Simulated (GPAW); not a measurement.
# Conductance along a series: an Os chain with one atom pushed aside at constant bond length, part 2 of 2

How does transport respond as one structural variable is stepped? The junctions: an Os chain with one atom pushed aside at constant bond length.

GPAW 26.7.0; GPAW LCAO, PAW setups; Landauer transmission from Green's functions with principal layers (ASE), zero bias.

So far, transmission at the Fermi level (one spin): step 2 (member of the series, offset 0.3 Å) 5.90; step 3 (another cell, offset 0.6 Å) 5.38; step 4 (another cell, offset 0.9 Å) 4.55; step 5 (another cell, offset 1.2 Å) 3.78.

## Step 6: The series together

Times are for 1 thread of Arm Neoverse V1, shared host. The runs compared:

| no. | offset (Å) | conductance (G₀) | time | memory (GiB) |
| --- | --- | --- | --- | --- |
| 1 | 0.3 | 5.898 | 3 min | 1.3 |
| 2 | 0.6 | 5.373 | 3.1 min | 1.3 |
| 3 | 0.9 | 4.546 | 2.9 min | 1.3 |
| 4 | 1.2 | 3.777 | 3.1 min | 1.3 |

The runs together. The transmission, zone mean by energy, zero at the Fermi level:

| energy (eV) | 0.3 | 0.6 | 0.9 | 1.2 |
| --- | --- | --- | --- | --- |
| -2.0000 | 3.98 | 3.91 | 3.68 | 2.96 |
| -1.7500 | 3.99 | 3.95 | 3.69 | 2.76 |
| -1.5000 | 3.99 | 3.93 | 3.53 | 2.41 |
| -1.2500 | 5.63 | 4.66 | 3.96 | 3.04 |
| -1.0000 | 5.96 | 5.61 | 4.73 | 3.62 |
| -0.7500 | 5.98 | 5.80 | 5.02 | 3.86 |
| -0.7000 | 5.98 | 5.80 | 5.04 | 3.89 |
| -0.6500 | 5.98 | 5.80 | 5.04 | 3.91 |
| -0.5000 | 5.97 | 5.75 | 4.98 | 3.94 |
| -0.4500 | 5.97 | 5.72 | 4.95 | 3.94 |
| -0.2500 | 5.95 | 5.61 | 4.80 | 3.92 |
| 0.0000 | 5.90 | 5.38 | 4.55 | 3.78 |
| 0.2500 | 5.69 | 4.88 | 4.10 | 3.40 |
| 0.5000 | 3.86 | 3.35 | 2.94 | 2.52 |
| 0.7000 | 3.93 | 3.55 | 2.76 | 2.03 |
| 0.7500 | 3.93 | 3.55 | 2.72 | 1.93 |
| 1.0000 | 3.88 | 3.42 | 2.48 | 1.63 |
| 1.2500 | 3.42 | 2.73 | 2.06 | 1.45 |
| 1.5000 | 2.95 | 2.56 | 2.00 | 1.40 |
| 1.7500 | 2.97 | 2.69 | 2.21 | 1.64 |
| 2.0000 | 2.98 | 2.80 | 2.47 | 1.98 |

The runs together. The current through one cell, from the zero-bias transmission by bias:

| bias (V) | 0.3 (mA) | 0.6 (mA) | 0.9 (mA) | 1.2 (mA) |
| --- | --- | --- | --- | --- |
| 0.100 | 0.0457 | 0.0416 | 0.0352 | 0.0292 |
| 0.200 | 0.0914 | 0.0832 | 0.0704 | 0.0584 |
| 0.500 | 0.228 | 0.207 | 0.175 | 0.145 |
| 1.000 | 0.437 | 0.396 | 0.339 | 0.279 |
| 1.500 | 0.629 | 0.576 | 0.491 | 0.398 |
| 2.000 | 0.820 | 0.754 | 0.636 | 0.504 |

## Step 7: SCF mesh 1×1×6

The SCF mesh sets the Fermi level of the repeated cell.

The input, run.py:

```python
import json
import numpy as np
from ase import Atoms
from ase.transport.calculators import TransportCalculator
from gpaw import GPAW, FermiDirac
from gpaw.lcao.tools import get_lcao_hamiltonian
from scipy.linalg import eigh

# The junction with lead layers at both ends, along the third cell vector
device = Atoms(
    ['Os', 'Os', 'Os', 'Os', 'Os', 'Os', 'Os', 'Os', 'Os', 'Os', 'Os', 'Os', 'Os', 'Os', 'Os'],
    positions=[
        [4.50000, 4.50000, 1.14000],
        [4.50000, 4.50000, 3.42000],
        [4.50000, 4.50000, 5.70000],
        [4.50000, 4.50000, 7.98000],
        [4.50000, 4.50000, 10.26000],
        [4.50000, 4.50000, 12.54000],
        [4.50000, 4.50000, 14.82000],
        [4.80000, 4.50000, 17.08018],
        [4.50000, 4.50000, 19.34035],
        [4.50000, 4.50000, 21.62035],
        [4.50000, 4.50000, 23.90035],
        [4.50000, 4.50000, 26.18035],
        [4.50000, 4.50000, 28.46035],
        [4.50000, 4.50000, 30.74035],
        [4.50000, 4.50000, 33.02035]],
    cell=[[9.0, 0.0, 0.0], [0.0, 9.0, 0.0], [0.0, 0.0, 34.16035]],
    pbc=True)

# One principal layer of the lead: the first 5 atoms of the device
lead = Atoms(
    ['Os', 'Os', 'Os', 'Os', 'Os'],
    positions=[
        [4.50000, 4.50000, 1.14000],
        [4.50000, 4.50000, 3.42000],
        [4.50000, 4.50000, 5.70000],
        [4.50000, 4.50000, 7.98000],
        [4.50000, 4.50000, 10.26000]],
    cell=[[9.0, 0.0, 0.0], [0.0, 9.0, 0.0], [0.0, 0.0, 11.4]],
    pbc=True)

settings = dict(mode='lcao', basis='dzp', xc='PBE', h=0.2,
                occupations=FermiDirac(0.1), maxiter=250,
                mixer=dict(beta=0.1, nmaxold=8, weight=100.0),
                convergence=dict(density=0.0001))
energies = np.arange(-2, 2 + 1e-9, 0.05)
eta = 0.0001
n1, n2 = 1, 1
# k and -k transmit alike, so half of the mesh across the current serves
mesh = [(i, j) for i in range(n1) for j in range(n2) if (i, j) <= (-i % n1, -j % n2)]
weights = np.array([1 if (i, j) == (-i % n1, -j % n2) else 2 for i, j in mesh]) / (n1 * n2)

# [... helper functions left out ...]
fermi_lead = ground_state(lead, (1, 1, 10), 'lead.txt')
fermi_device = ground_state(device, (1, 1, 6), 'device.txt')
# [... loop over the mesh left out, but for ...]
        # Shift the lead onto the potential of the device's first layer
        shift = ((H[:, 0, 0] - H0[:, 0, 0]) / S0[0, 0]).real.mean()
# [...]
kT = 8.617333e-5 * 300
bias = [0.1, 0.2, 0.5, 1.0, 1.5, 2.0]
# [... integrals and printing left out ...]
```

Launch:

```bash
$ OMP_NUM_THREADS=1 OPENBLAS_NUM_THREADS=1 python run.py
```

Output:

```text
basis functions: device 405, principal layer 135
Fermi level: lead -3.4536 eV, device -3.4519 eV; lead shifted by 0.0036 eV
largest coupling past the next layer 1.09e-06 eV, largest misfit of the first layer 0.025 eV
  E-E_F (eV)   T (one spin)  [channel counts left out]
    -2.000    3.9815e+00
    -1.950    3.9851e+00
    -1.900    3.9877e+00
    -1.850    3.9897e+00
    -1.800    3.9909e+00
    -1.750    3.9917e+00
    -1.700    3.9922e+00
    -1.650    3.9924e+00
    -1.600    3.9923e+00
    -1.550    3.9920e+00
    -1.500    3.9913e+00
    -1.450    3.9900e+00
    -1.400    3.9872e+00
    -1.350    3.9784e+00
    -1.300    5.0825e+00
    -1.250    5.6517e+00
[...]
1.650    2.9599e+00
     1.700    2.9629e+00
     1.750    2.9656e+00
     1.800    2.9681e+00
     1.850    2.9705e+00
     1.900    2.9729e+00
     1.950    2.9755e+00
     2.000    2.9781e+00
conductance at 300 K: 5.8981 G0 a cell; thermopower 0.4694 uV/K
current from the zero-bias T(E) at 0.1 V: 45.693 uA
current from the zero-bias T(E) at 0.2 V: 91.352 uA
current from the zero-bias T(E) at 0.5 V: 227.54 uA
current from the zero-bias T(E) at 1.0 V: 437.13 uA
current from the zero-bias T(E) at 1.5 V: 628.77 uA
current from the zero-bias T(E) at 2.0 V: 820.29 uA
```

It took 3.6 min on 1 thread of Arm Neoverse V1, shared host; peak memory 1.4 GiB.

Numbers from this step:

* conductance: 5.898 G₀
* largest misfit of the first principal layer: 0.02543 eV
* shift that aligns the lead: 0.003582 eV
* transmission at the Fermi level (one spin): 5.900

One spin. Table of transmission, zone mean by energy, zero at the Fermi level:

energy (eV), transmission, zone mean and a bar from the least value:
```
    -2.00       3.98 ###########
    -1.90       3.99 ###########
    -1.80       3.99 ###########
    -1.70       3.99 ###########
    -1.55       3.99 ###########
    -1.45       3.99 ###########
    -1.35       3.98 ##########
    -1.25       5.65 ###########################
    -1.15       5.89 #############################
    -1.05       5.95 ##############################
    -0.90       5.98 ##############################
    -0.80       5.98 ##############################
    -0.75       5.98 ##############################
    -0.70       5.98 ##############################
    -0.60       5.98 ##############################
    -0.50       5.97 ##############################
    -0.40       5.97 ##############################
    -0.25       5.95 ##############################
    -0.15       5.94 ##############################
    -0.05       5.92 #############################
     0.00       5.90 #############################
     0.05       5.88 #############################
     0.15       5.82 ############################
     0.25       5.69 ###########################
     0.40       4.94 ####################
     0.50       3.85 #########
     0.60       3.93 ##########
     0.70       3.93 ##########
     0.80       3.93 ##########
     0.90       3.91 ##########
     1.05       3.86 #########
     1.15       3.77 ########
     1.25       3.41 #####
     1.35       2.90 
     1.45       2.94 
     1.55       2.95 
     1.70       2.96 #
     1.80       2.97 #
     1.90       2.97 #
     2.00       2.98 #
```

Not self-consistent under bias; the bias window is split evenly. Current through one cell, from the zero-bias transmission against bias:

| bias (V) | current through one cell, from the zero-bias transmission (mA) |
| --- | --- |
| 0.100 | 0.0457 |
| 0.200 | 0.0914 |
| 0.500 | 0.228 |
| 1.000 | 0.437 |
| 1.500 | 0.629 |
| 2.000 | 0.820 |

Table of transmission of the three most open eigenchannels by energy, zero at the Fermi level:

| energy (eV) | channel 1 | channel 2 | channel 3 |
| --- | --- | --- | --- |
| -2.00 | 0.999 | 0.998 | 0.997 |
| -1.85 | 0.999 | 0.998 | 0.998 |
| -1.70 | 0.999 | 0.998 | 0.998 |
| -1.60 | 0.999 | 0.998 | 0.998 |
| -1.45 | 0.999 | 0.998 | 0.996 |
| -1.30 | 0.999 | 0.998 | 0.976 |
| -1.15 | 0.999 | 0.998 | 0.998 |
| -1.05 | 0.999 | 0.998 | 0.998 |
| -0.90 | 0.999 | 0.998 | 0.998 |
| -0.75 | 0.999 | 0.998 | 0.998 |
| -0.60 | 0.999 | 0.998 | 0.998 |
| -0.50 | 0.999 | 0.998 | 0.998 |
| -0.35 | 0.999 | 0.998 | 0.998 |
| -0.20 | 0.999 | 0.998 | 0.998 |
| -0.05 | 0.999 | 0.998 | 0.997 |
| 0.00 | 0.999 | 0.998 | 0.997 |
| 0.05 | 0.999 | 0.998 | 0.996 |
| 0.20 | 0.999 | 0.998 | 0.989 |
| 0.35 | 0.999 | 0.997 | 0.954 |
| 0.50 | 0.999 | 0.993 | 0.932 |
| 0.60 | 0.999 | 0.988 | 0.971 |
| 0.75 | 0.999 | 0.985 | 0.977 |
| 0.90 | 0.999 | 0.990 | 0.966 |
| 1.05 | 0.999 | 0.992 | 0.950 |
| 1.15 | 0.999 | 0.994 | 0.924 |
| 1.30 | 0.999 | 0.995 | 0.831 |
| 1.45 | 0.999 | 0.995 | 0.943 |
| 1.60 | 0.999 | 0.996 | 0.961 |
| 1.70 | 0.999 | 0.996 | 0.968 |
| 1.85 | 0.999 | 0.996 | 0.975 |
| 2.00 | 0.999 | 0.996 | 0.983 |

The conductance equals that of the unchanged run to 0.2 %.

## Step 8: Results

```yaml
conductance_first_and_last_member: 5.90 and 3.78 G₀
largest_and_smallest: 5.90 and 3.78 G₀
```

As the sideways shift goes from 0.3 to 1.2 Å, the conductance goes from 5.90 to 3.78 G₀. The conductance falls at every step of the series. The geometry was built from estimated bond lengths and not relaxed, so the numbers describe this model structure. The run had no spin polarisation, so a magnetic state, which chains and small molecules with open shells often have, wasn't tested. Spin-orbit coupling is left out, which matters for the heavy atoms here. An evenly spaced straight chain is an idealisation: free chains tend to dimerise, zigzag or, where a band edge lies near the Fermi level, turn magnetic. The currents use the zero-bias T(E) throughout, which holds only while the bias is small against the distance to the nearest feature. The energy step is wider than the thermal energy, so the conductance and thermopower rest on interpolation of T(E). The thermopower isn't quoted: it samples T(E) farther from the Fermi level than the conductance does, and the energy grid wasn't tested for it.

[Logs are printed without paths, hosts, clocks, repeated set-up lines and the standing remarks that a program may print on its own settings, such as how far it seeks lower states.]

[Hosts, paths, dates, database ids (printed as entryN), source tags and the programs' standing remarks are cut or masked in the printed files.]
